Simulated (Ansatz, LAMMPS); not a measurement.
**Amorphous 29Ga2O3-71GeO2 (mol %) (86 atoms), the frame at 52 fs of a trajectory (instantaneous temperature 388 K)**

The starting structure: 86 atoms (14 Fe, 17 Ge, 55 O) placed at random at 3.74 g/cm³, melted at 5000 K for 10 ps at fixed volume with the Morse and Coulomb pair potential with partial charges (Pedone, Malavasi, Menziani, Cormack and Segre, J. Phys. Chem. B 110, 11780 (2006)). Quenched from 5000 K to 300 K at 100 K/ps and fixed volume, held 5 ps, then minimised at fixed cell. Then Fe was replaced by Ga and the cell scaled by 1.006 (the potential has no terms for the new elements, so the cell is a start for a DFT relaxation).

Geometry: the frame at 52 fs of a trajectory (instantaneous temperature 388 K). Computed with Ansatz 0.2.0: Kohn-Sham DFT, PBE, PAW (set soft_2), plane waves; cutoff 420 eV, Γ point, fixed occupations; density 3.92 g/cm³.

Extended XYZ; positions in Å, forces in eV/Å:

```xyz
86
Lattice="10.944 0.000 0.000 0.000 10.944 0.000 0.000 0.000 10.944" Properties=species:S:1:pos:R:3:forces:R:3 pbc="T T T"
Ga 0.789 8.239 10.740 0.431 -0.844 -0.025
Ga 8.776 4.261 0.446 1.346 -0.184 0.127
Ga 10.112 9.955 2.155 0.366 -0.731 0.196
Ga 2.776 6.050 9.199 -0.659 -0.085 0.148
Ga 4.175 1.468 0.380 -0.872 -0.639 0.419
Ga 2.204 10.179 2.445 1.010 0.039 0.275
Ga 6.415 6.114 1.359 0.270 -0.270 1.334
Ga 8.911 9.807 9.298 -0.223 -0.260 -0.074
Ga 5.775 8.065 9.659 -0.696 0.663 -1.404
Ga 3.852 8.178 0.800 -0.797 -0.541 0.272
Ga 4.718 10.217 3.413 -1.407 0.247 0.299
Ga 8.689 7.664 0.200 0.548 -0.649 0.820
Ga 7.142 8.735 3.974 0.200 -0.093 0.180
Ga 6.445 2.845 10.629 -0.426 -0.307 -0.401
Ge 10.162 6.396 8.851 0.886 0.823 2.855
Ge 1.435 3.434 10.747 -0.752 -1.789 -0.098
Ge 8.718 1.960 2.838 -0.878 0.549 1.871
Ge 5.398 3.086 2.933 0.670 0.562 0.858
Ge 4.298 0.950 8.221 -0.521 0.251 0.565
Ge 1.574 10.878 10.585 1.485 0.715 -0.130
Ge 6.668 10.325 0.826 -0.898 1.838 0.465
Ge 9.445 6.770 3.138 1.784 0.523 -0.959
Ge 9.136 7.268 6.056 0.691 1.173 -0.406
Ge 6.247 9.441 6.995 0.097 0.550 -1.219
Ge 9.586 2.237 8.903 0.706 -0.525 -0.296
Ge 10.847 1.704 5.714 -0.418 -0.085 0.583
Ge 3.469 7.454 6.513 1.182 1.387 -1.319
Ge 4.526 6.412 3.409 1.238 -0.777 -0.440
Ge 3.017 1.621 5.099 2.128 0.980 0.052
Ge 1.680 5.800 2.021 -1.557 0.041 1.264
Ge 0.809 9.403 5.332 0.247 -1.298 2.801
O 9.812 5.573 10.485 0.037 0.750 -1.703
O 2.402 8.915 6.247 -0.288 -0.389 -0.695
O 0.156 6.145 3.089 0.711 0.209 -0.532
O 9.023 0.571 8.989 0.194 1.434 -0.562
O 10.729 8.059 6.114 0.356 0.618 -0.623
O 9.375 6.092 7.367 -0.552 -1.046 -0.364
O 2.154 1.725 0.204 0.205 0.492 -0.664
O 0.286 10.865 6.259 -0.192 1.200 -0.981
O 3.576 8.794 2.689 0.021 0.203 0.251
O 0.915 7.004 9.223 -0.130 -0.755 -0.298
O 5.949 9.784 5.050 -0.498 -0.049 0.348
O 8.563 6.232 1.716 -1.281 -0.055 -1.149
O 8.249 3.166 9.708 -0.659 0.059 0.251
O 8.169 9.675 0.203 1.061 -1.213 -0.330
O 2.855 5.682 3.339 -0.180 0.017 -0.068
O 0.813 10.933 1.476 -1.222 -0.131 -0.218
O 10.330 2.653 7.271 -0.179 -0.874 -0.190
O 2.466 4.220 9.618 0.402 1.312 -0.491
O 7.233 9.129 8.516 -0.935 -0.334 0.445
O 4.765 2.145 9.624 0.674 0.224 -0.833
O 4.022 7.239 9.973 0.722 0.249 -0.594
O 0.689 9.450 3.591 0.125 0.411 -0.769
O 3.157 0.026 9.355 0.345 0.336 -0.530
O 10.366 8.248 1.082 -0.639 0.720 -0.248
O 9.528 3.178 1.856 -1.121 0.342 -0.601
O 0.386 9.860 9.735 -0.972 0.753 -0.181
O 5.831 0.231 7.586 -0.809 -0.590 -0.047
O 3.608 1.863 6.813 -0.080 -0.827 0.149
O 6.894 2.123 3.403 0.578 0.541 -0.940
O 9.363 7.978 9.346 0.247 -0.163 0.571
O 6.330 7.253 3.170 -0.322 0.434 -0.242
O 7.886 8.557 5.989 -0.627 -0.302 -0.259
O 1.126 4.228 1.331 0.377 0.166 0.199
O 2.304 9.270 0.291 0.701 1.099 0.276
O 6.313 10.172 2.569 1.917 -0.906 -0.114
O 6.933 4.447 0.604 0.374 -0.722 -0.711
O 2.906 6.055 7.329 0.002 -0.150 0.919
O 5.751 4.857 3.131 -0.787 -0.040 0.220
O 3.932 0.231 1.739 -0.755 -0.002 0.543
O 5.009 8.219 7.533 -0.502 -0.117 -0.102
O 4.529 6.983 5.115 -0.560 0.223 0.500
O 10.802 2.737 10.141 0.389 0.131 -0.122
O 8.759 0.292 2.305 0.825 -0.493 -0.226
O 1.488 2.450 5.176 -1.815 -0.292 0.040
O 2.062 6.955 0.751 -0.564 -0.539 0.206
O 5.324 9.368 0.110 -0.045 -0.848 -0.899
O 4.586 6.502 1.482 0.030 0.537 0.316
O 9.001 8.562 3.268 -0.515 0.365 0.059
O 8.842 6.225 4.665 -0.480 -0.615 1.056
O 3.001 0.022 4.279 0.579 -0.055 -0.039
O 9.514 1.938 4.540 0.514 -0.206 0.067
O 6.487 1.070 0.272 0.037 -1.266 0.511
O 4.114 2.737 4.135 -0.228 -0.619 0.049
O 4.919 2.994 1.188 -0.301 -0.120 0.228
O 6.933 7.082 10.690 0.638 -0.371 0.509
```

The quench rate of 100 K/ps is many orders above laboratory rates, so the cell is likely richer in defects and strain than a real sample. The network of bonds at the start is that of the classical potential that made the cell. Only the Γ point is sampled, in a cell whose shortest periodic width is 11 Å.

The r.m.s. force component is 0.742 eV/Å; the longest force, 3.10 eV/Å, acts on Ge15. The energy lies 14.2 meV/atom below that of the first step of this run.

[Logs are printed without paths, hosts, clocks, repeated set-up lines and the standing remarks that a program may print on its own settings, such as how far it seeks lower states.]

[Hosts, paths, dates, database ids (printed as entryN), source tags and the programs' standing remarks are cut or masked in the printed files.]
